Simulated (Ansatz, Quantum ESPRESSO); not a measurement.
# honeycomb PN, 2 layers, AB stacking in an electric field, part 4 of 6

How does honeycomb PN, 2 layers, AB stacking respond to a gate-like field without added charge?

Quantum ESPRESSO 7.5; plane-wave DFT, vdW-DF-cx, GBRV ultrasoft pseudopotentials made under PBE; geometry and cross-check by Ansatz 0.2.0 with PAW datasets.

So far. Step 6 (Self-consistent run: field 0.1 V/Å): The dipole goes from 0.0556 to 0.0767 e Å, 0.2115 e Å per V/Å. Step 7 (Electrostatic potential): The slope in the vacuum is 0.100 eV/Å for an applied 0.10 V/Å, as it should be.

## (8) Ground state: field 0.2 V/Å

Input file f2.in:

```
&control
  prefix = 'f2'
  outdir = './out'
  pseudo_dir = './pseudo'
  calculation = 'scf'
  tprnfor = .true.
  tefield = .true.
  dipfield = .true.
/
&system
  ibrav = 0
  nat = 4
  ntyp = 2
  ecutwfc = 40
  ecutrho = 200
  input_dft = 'vdw-df-cx'
  occupations = 'smearing'
  smearing = 'fd'
  degauss = 0.004
  edir = 3
  emaxpos = 0.97
  eopreg = 0.04
  eamp = 0.00388938
/
&electrons
  conv_thr = 1e-09
  mixing_beta = 0.4
  electron_maxstep = 120
  mixing_mode = 'plain'
  startingpot = 'file'
/
ATOMIC_SPECIES
  N   14.0070  n_pbe_v1.2.uspp.F.UPF
  P   30.9738  p_pbe_v1.5.uspp.F.UPF
CELL_PARAMETERS angstrom
  2.71421660648285 0.00000000000000 0.00000000000000
  -1.35710830324143 2.35058053258774 0.00000000000000
  0.00000000000000 0.00000000000000 22.02000000000000
ATOMIC_POSITIONS crystal
  N   0.666666666667 0.333333333333 0.382698704254
  P   0.333333333333 0.666666666667 0.422177207251
  N   -0.000000000000 -0.000000000000 0.577854657422
  P   0.666666666667 0.333333333333 0.617269431073
K_POINTS automatic
  12 12 1 0 0 0
```

Started as:

```
$ cp -r out/f0.save out/f2.save
$ OMP_NUM_THREADS=1 mpirun -n 4 pw.x -nk 4 -in f2.in > f2.out
```

What it wrote:

```text
[banner, memory and clock lines left out]
Program PWSCF v.7.5 starts
[...]
number of electrons       =        20.00
     number of Kohn-Sham states=           14
     kinetic-energy cutoff     =      40.0000  Ry
     charge density cutoff     =     200.0000  Ry
[...]
number of k points=    74  Fermi-Dirac smearing, width (Ry)=  0.0040
[...]
Dense  grid:    45343 G-vectors     FFT dimensions: (  24,  24, 192)
[...]
The initial density is read from file :
[...]
negative rho (up, down):  2.526E-04 0.000E+00
[...]
Starting wfcs are   16 randomized atomic wfcs
[...]
negative rho (up, down):  2.527E-04 0.000E+00
[...]
estimated scf accuracy    <       0.00602077 Ry
[...]
negative rho (up, down):  2.516E-04 0.000E+00
[...]
estimated scf accuracy    <       0.00882940 Ry
[...]
negative rho (up, down):  2.522E-04 0.000E+00
[...]
estimated scf accuracy    <       0.00004088 Ry
[...]
negative rho (up, down):  2.524E-04 0.000E+00
[...]
estimated scf accuracy    <       0.00006719 Ry
[...]
negative rho (up, down):  2.525E-04 0.000E+00
[...]
estimated scf accuracy    <       0.00001286 Ry
[...]
negative rho (up, down):  2.527E-04 0.000E+00
[...]
estimated scf accuracy    <       0.00000140 Ry
[...]
negative rho (up, down):  2.527E-04 0.000E+00
[...]
estimated scf accuracy    <       0.00000018 Ry
[...]
negative rho (up, down):  2.527E-04 0.000E+00
[...]
estimated scf accuracy    <          2.7E-09 Ry
[...]
negative rho (up, down):  2.527E-04 0.000E+00
[...]
Computed dipole along edir(3) :
        Dipole                0.1849 Ry au,          0.4699 Debye
        Dipole field          0.0025 Ry au,
        E field amplitude [Ha a.u.]:  3.8894E-03
        Potential amp.        0.1149 Ry
        Total length         39.9473 bohr
[...]
the Fermi energy is    -1.0864 ev
!    total energy              =     -71.19566672 Ry
     estimated scf accuracy    <          2.4E-10 Ry
     smearing contrib. (-TS)   =      -0.00000024 Ry
     internal energy E=F+TS    =     -71.19566648 Ry
[...]
one-electron contribution =    -657.71150888 Ry
     hartree contribution      =     333.28712305 Ry
     xc contribution           =     -22.65184498 Ry
     ewald contribution        =     275.88154942 Ry
     electric field correction =      -0.00098510 Ry
     convergence has been achieved in   9 iterations
     negative rho (up, down):  2.527E-04 0.000E+00
[...]
Total force =     0.007192     Total SCF correction =     0.000037
[...]
```

Elapsed: 42 s, on 4 MPI ranks of Arm Neoverse V2, shared host; peak memory 0.48 GiB.

Numbers from this step:

* free energy: -968.6664 eV
* Fermi energy: -1.086 eV
* dipole along the normal: 0.09783 e·Å
* valence top, on the run's zero: -1.710 eV
* conduction bottom, on the run's zero: -0.5497 eV
* gap by band count: 1.160 eV

The dipole goes from 0.0556 to 0.0978 e Å, 0.2112 e Å per V/Å.

## (9) Electrostatic potential

Input file f2.pot.in:

```
&inputpp
  prefix = 'f2'
  outdir = './out'
  filplot = 'f2.pot.dat'
  plot_num = 11
/
```

Started as:

```
$ OMP_NUM_THREADS=1 mpirun -n 4 pp.x -in f2.pot.in > f2.pot.out
```

Elapsed: 14 s, on 4 MPI ranks; peak memory 0.24 GiB; 56 s of CPU time.

Read from the output:

- slope of the potential above: 0.2001 eV/Å
- upper vacuum line continued to the top atoms, over the valence top: 5.868 eV
- slope of the potential below: 0.2000 eV/Å
- lower vacuum line continued to the bottom atoms, over the valence top: 7.610 eV

The slope in the vacuum is 0.200 eV/Å for an applied 0.20 V/Å, as it should be.

## (10) Band structure: field 0.2 V/Å

Input file f2.bands.in:

```
&control
  prefix = 'f2.bands'
  outdir = './out'
  pseudo_dir = './pseudo'
  calculation = 'bands'
  tefield = .true.
  dipfield = .true.
/
&system
  ibrav = 0
  nat = 4
  ntyp = 2
  ecutwfc = 40
  ecutrho = 200
  input_dft = 'vdw-df-cx'
  occupations = 'smearing'
  smearing = 'fd'
  degauss = 0.004
  edir = 3
  emaxpos = 0.97
  eopreg = 0.04
  eamp = 0.00388938
  nbnd = 16
/
&electrons
  conv_thr = 1e-07
  mixing_beta = 0.4
  electron_maxstep = 120
  mixing_mode = 'local-TF'
/
ATOMIC_SPECIES
  N   14.0070  n_pbe_v1.2.uspp.F.UPF
  P   30.9738  p_pbe_v1.5.uspp.F.UPF
CELL_PARAMETERS angstrom
  2.71421660648285 0.00000000000000 0.00000000000000
  -1.35710830324143 2.35058053258774 0.00000000000000
  0.00000000000000 0.00000000000000 22.02000000000000
ATOMIC_POSITIONS crystal
  N   0.666666666667 0.333333333333 0.382698704254
  P   0.333333333333 0.666666666667 0.422177207251
  N   -0.000000000000 -0.000000000000 0.577854657422
  P   0.666666666667 0.333333333333 0.617269431073
K_POINTS crystal_b
4
  0.0000000000 0.0000000000 0.0000000000 14
  0.5000000000 0.0000000000 0.0000000000 14
  0.3333333333 0.3333333333 0.0000000000 14
  0.0000000000 0.0000000000 0.0000000000 1
```

Started as:

```
$ cp -r out/f2.save out/f2.bands.save
$ cp out/f2.xml out/f2.bands.xml
$ OMP_NUM_THREADS=1 mpirun -n 4 pw.x -nk 4 -in f2.bands.in > f2.bands.out
```

What it wrote:

```text
[banner, memory and clock lines left out]
Program PWSCF v.7.5 starts
[citation notice left out]

[...]
bravais-lattice index     =            0
     lattice parameter (alat)  =       5.1291  a.u.
     unit-cell volume          =     948.0550 (a.u.)^3
     number of atoms/cell      =            4
     number of atomic types    =            2
     number of electrons       =        20.00
     number of Kohn-Sham states=           16
     kinetic-energy cutoff     =      40.0000  Ry
     charge density cutoff     =     200.0000  Ry
     Exchange-correlation= VDW-DF-CX
                           (   1   4  27   0   1   0   0)

[...]
PseudoPot. # 1 for N  read from file:
     ./pseudo/n_pbe_v1.2.uspp.F.UPF
     Pseudo is Ultrasoft + core correction, Zval =  5.0
     Generated by new atomic code, or converted to UPF format
     Using radial grid of  729 points,  4 beta functions with:
                l(1) =   0
                l(2) =   0
                l(3) =   1
                l(4) =   1
     Q(r) pseudized with  8 coefficients,  rinner =    0.900   0.900   0.900

     PseudoPot. # 2 for P  read from file:
     ./pseudo/p_pbe_v1.5.uspp.F.UPF
     Pseudo is Ultrasoft + core correction, Zval =  5.0
     Generated by new atomic code, or converted to UPF format
     Using radial grid of  903 points,  6 beta functions with:
                l(1) =   0
                l(2) =   0
                l(3) =   1
                l(4) =   1
                l(5) =   2
                l(6) =   2
     Q(r) pseudized with  8 coefficients,  rinner =    1.300   1.300   1.300
                                                       1.300   1.300

     atomic species   valence    mass     pseudopotential
     N                 5.00    14.00700     N ( 1.00)
     P                 5.00    30.97380     P ( 1.00)

     No symmetry found

[...]
number of k points=    43  Fermi-Dirac smearing, width (Ry)=  0.0040
[...]
Dense  grid:    45343 G-vectors     FFT dimensions: (  24,  24, 192)

     Smooth grid:    32441 G-vectors     FFT dimensions: (  24,  24, 180)

     The potential is recalculated from file :
     ./out/f2.bands.save/charge-density

     negative rho (up, down):  2.527E-04 0.000E+00

     %%%%%%%%%%%%%%%%%%%%%%%%%%%%%%%%%%%%%%%%%%%%%%%%%%%%%%%%%%%%%%%%%%%%%%%%
     %                                                                      %
     % You are using vdW-DF, which was implemented by the Thonhauser group. %
     % possible and the two reviews that describe the various versions:     %
     %                                                                      %
     %                                                                      %
     % If you are calculating stress with vdW-DF, please also cite:         %
     %                                                                      %
     %                                                                      %
     %%%%%%%%%%%%%%%%%%%%%%%%%%%%%%%%%%%%%%%%%%%%%%%%%%%%%%%%%%%%%%%%%%%%%%%%

     %%%%%%%%%%%%%%%%%%%%%%%%%%%%%%%%%%%%%%%%%%%%%%%%%%%%%%%%%%%%%%%%%%%%%%%%
     %                                                                      %
     %  vdW-DF NEWS:                                                        %
     %                                                                      %
     %  * vdW-DF3 is now available. DOI: 10.1021/acs.jctc.0c00471           %
     %    use with input_dft = 'vdW-DF3-opt1' or 'vdW-DF3-opt2'             %
     %                                                                      %
     %  * Unscreened and range-separated hybrid vdW-DF-cx functionals       %
     %    DOI: 10.1063/1.4986522 and 10.1088/1361-648X/ac2ad2               %
     %    use with input_dft = 'vdW-DF-cx0'    and 'vdW-DF-ahcx'            %
     %  * Unscreened and range-separated hybrid vdW-DF2-b86r functionals    %
     %    DOI: 10.1063/1.4986522 and DOI: 10.1103/PhysRevX.12.041003        %
     %    use with input_dft = 'vdW-DF2-br0' and 'vdW-DF2-ahbr'             %
     %                                                                      %
     %%%%%%%%%%%%%%%%%%%%%%%%%%%%%%%%%%%%%%%%%%%%%%%%%%%%%%%%%%%%%%%%%%%%%%%%

     Adding external electric field

     Computed dipole along edir(3) :
        Dipole                0.1849 Ry au,          0.4699 Debye
        Dipole field          0.0025 Ry au,

        E field amplitude [Ha a.u.]:  3.8894E-03
        Potential amp.        0.1149 Ry
        Total length         39.9473 bohr

     Starting wfcs are   16 randomized atomic wfcs

     Band Structure Calculation
     Davidson diagonalization with overlap
     c_bands:  1 eigenvalues not converged
     c_bands:  2 eigenvalues not converged
     c_bands:  1 eigenvalues not converged

     ethr =  5.00E-10,  avg # of iterations = 68.1

     End of band structure calculation

          k = 0.0000 0.0000 0.0000 (  4019 PWs)   bands (ev):

   -22.0499 -21.5018 -10.3568  -9.6928  -4.7076  -4.7076  -4.1581  -4.1581
    -3.4647  -2.3108   2.4650   3.2583   3.8858   4.0286   4.5184   4.5184

          k = 0.0357 0.0206 0.0000 (  4023 PWs)   bands (ev):

   -22.0233 -21.4753 -10.3323  -9.6692  -4.8751  -4.7440  -4.3239  -4.1945
    -3.4192  -2.2760   2.5568   3.3583   3.9233   4.0635   4.4307   4.5663

[...]
```

It took 34 s on 4 MPI ranks; peak memory 0.31 GiB; 2.3 min of CPU time.

This step gave:

- conduction bottom, on the run's zero: -0.5498 eV

Band numbers count within the set of bands kept for display. Electronic bands along the path, in eV, zero at the highest filled level of the SCF mesh; v1 is the highest filled band, c1 the lowest empty one:

```tsv
point	v4	v3	v2	v1	c1	c2	c3	c4
Γ	-2.45	-2.45	-1.75	-0.60	4.17	4.97	5.60	5.74
halfway	-4.20	-3.65	-0.94	-0.06	3.04	3.57	6.10	6.92
M	-4.47	-3.91	-1.95	-1.35	1.16	1.73	5.42	6.01
halfway	-4.03	-3.47	-1.71	-1.13	2.02	2.61	5.94	6.44
K	-3.50	-2.94	-1.49	-0.99	1.72	2.24	5.44	5.88
halfway	-5.41	-4.87	-0.80	0.00	3.79	4.32	5.91	6.48
Γ	-2.45	-2.45	-1.75	-0.60	4.17	4.97	5.60	5.74
```

Upper empty bands that drop with the field can be states of the vacuum, held by the sawtooth; they depend on the cell's width.

Along this path the valence top lies between K and Γ and the conduction bottom at M.

## (11) SCF with pw.x: field 0.4 V/Å

f3.in is the input of step 8 with these lines changed:

```diff
@@ -1,3 +1,3 @@
 &control
-  prefix = 'f2'
+  prefix = 'f3'
   outdir = './out'
@@ -22,3 +22,3 @@
   eopreg = 0.04
-  eamp = 0.00388938
+  eamp = 0.00777876
 /
```

Started as:

```
$ cp -r out/f0.save out/f3.save
$ OMP_NUM_THREADS=1 mpirun -n 4 pw.x -nk 4 -in f3.in > f3.out
```

What it wrote:

```text
[banner, memory and clock lines left out]
Program PWSCF v.7.5 starts
[...]
number of electrons       =        20.00
     number of Kohn-Sham states=           14
     kinetic-energy cutoff     =      40.0000  Ry
     charge density cutoff     =     200.0000  Ry
[...]
number of k points=    74  Fermi-Dirac smearing, width (Ry)=  0.0040
[...]
Dense  grid:    45343 G-vectors     FFT dimensions: (  24,  24, 192)
[...]
The initial density is read from file :
[...]
negative rho (up, down):  2.526E-04 0.000E+00
[...]
Starting wfcs are   16 randomized atomic wfcs
[...]
negative rho (up, down):  2.506E-04 0.000E+00
[...]
estimated scf accuracy    <       0.02309523 Ry
[...]
negative rho (up, down):  2.489E-04 0.000E+00
[...]
estimated scf accuracy    <       0.03365192 Ry
[...]
negative rho (up, down):  2.505E-04 0.000E+00
[...]
estimated scf accuracy    <       0.00010013 Ry
[...]
negative rho (up, down):  2.509E-04 0.000E+00
[...]
estimated scf accuracy    <       0.00017794 Ry
[...]
negative rho (up, down):  2.512E-04 0.000E+00
[...]
estimated scf accuracy    <       0.00002722 Ry
[...]
negative rho (up, down):  2.517E-04 0.000E+00
[...]
estimated scf accuracy    <       0.00000261 Ry
[...]
negative rho (up, down):  2.517E-04 0.000E+00
[...]
estimated scf accuracy    <       0.00000197 Ry
[...]
negative rho (up, down):  2.518E-04 0.000E+00
[...]
estimated scf accuracy    <       0.00000004 Ry
[...]
negative rho (up, down):  2.518E-04 0.000E+00
[...]
estimated scf accuracy    <       0.00000001 Ry
[...]
negative rho (up, down):  2.519E-04 0.000E+00
[...]
estimated scf accuracy    <          1.4E-09 Ry
[...]
negative rho (up, down):  2.519E-04 0.000E+00
[...]
Computed dipole along edir(3) :
        Dipole                0.2642 Ry au,          0.6715 Debye
        Dipole field          0.0035 Ry au,
        E field amplitude [Ha a.u.]:  7.7788E-03
        Potential amp.        0.3417 Ry
        Total length         39.9473 bohr
[...]
the Fermi energy is    -0.9958 ev
!    total energy              =     -71.19741337 Ry
     estimated scf accuracy    <          1.1E-11 Ry
     smearing contrib. (-TS)   =      -0.00000005 Ry
     internal energy E=F+TS    =     -71.19741332 Ry
[...]
one-electron contribution =    -657.75717992 Ry
     hartree contribution      =     333.33526745 Ry
     xc contribution           =     -22.65386540 Ry
     ewald contribution        =     275.88154942 Ry
     electric field correction =      -0.00318488 Ry
     convergence has been achieved in  11 iterations
     negative rho (up, down):  2.519E-04 0.000E+00
[...]
Total force =     0.011023     Total SCF correction =     0.000008
[...]
```

Elapsed: 44 s, on 4 MPI ranks; peak memory 0.49 GiB.

This step gave:

```
free energy                          : -968.6902 eV
Fermi energy                         : -0.9958 eV
dipole along the normal              : 0.1398 e·Å
valence top, on the run's zero       : -1.716 eV
conduction bottom, on the run's zero : -0.3638 eV
gap by band count                    : 1.352 eV
```

The dipole goes from 0.0556 to 0.1398 e Å, 0.2105 e Å per V/Å.

## (12) Potential by pp.x

Input file f3.pot.in:

```
&inputpp
  prefix = 'f3'
  outdir = './out'
  filplot = 'f3.pot.dat'
  plot_num = 11
/
```

Started as:

```
$ OMP_NUM_THREADS=1 mpirun -n 4 pp.x -in f3.pot.in > f3.pot.out
```

The job ended after 14 s (4 MPI ranks; peak memory 0.21 GiB; 56 s of CPU time).

Numbers from this step:

- slope of the potential above: 0.4000 eV/Å
- upper vacuum line continued to the top atoms, over the valence top: 5.814 eV
- slope of the potential below: 0.4000 eV/Å
- lower vacuum line continued to the bottom atoms, over the valence top: 7.713 eV

The slope in the vacuum is 0.400 eV/Å for an applied 0.40 V/Å, as it should be.

Each curve counts from the valence top of its own run.

The runs together. The potential energy by z:

```tsv
z (Å)	potential at 0 V/Å (eV)	potential at 0.1 V/Å (eV)	potential at 0.2 V/Å (eV)	potential at 0.4 V/Å (eV)
0	7.09	6.71	6.33	5.55
1	7.48	6.81	6.12	4.74
2	7.48	6.91	6.32	5.14
3	7.48	7.01	6.52	5.54
4	7.48	7.11	6.72	5.94
5	7.48	7.20	6.92	6.34
6	7.47	7.29	7.11	6.72
7	7.19	7.10	7.01	6.81
8	-1.38	-1.41	-1.44	-1.53
9	-19.3	-19.3	-19.4	-19.4
10	-2.74	-2.75	-2.75	-2.79
11	6.03	6.06	6.10	6.14
12	3.53	3.62	3.71	3.87
13	-17.3	-17.2	-17.1	-16.9
14	-13.2	-13.1	-13.0	-12.8
15	4.61	4.76	4.90	5.18
16	5.83	6.06	6.28	6.71
17	5.90	6.22	6.55	7.17
18	5.91	6.33	6.75	7.58
19	5.91	6.43	6.95	7.98
20	5.91	6.53	7.15	8.38
21	5.91	6.63	7.35	8.78
```

[end of part 4 of 6]

[Logs are printed without paths, hosts, clocks, repeated set-up lines and the standing remarks that a program may print on its own settings, such as how far it seeks lower states.]

[Hosts, paths, dates, database ids (printed as entryN), source tags and the programs' standing remarks are cut or masked in the printed files.]

[Maps of the electrostatic potential energy from Ansatz leave out the sawtooth potential of an applied field or a dipole correction, so their vacuum need not be flat; planar profiles and work functions include it.]
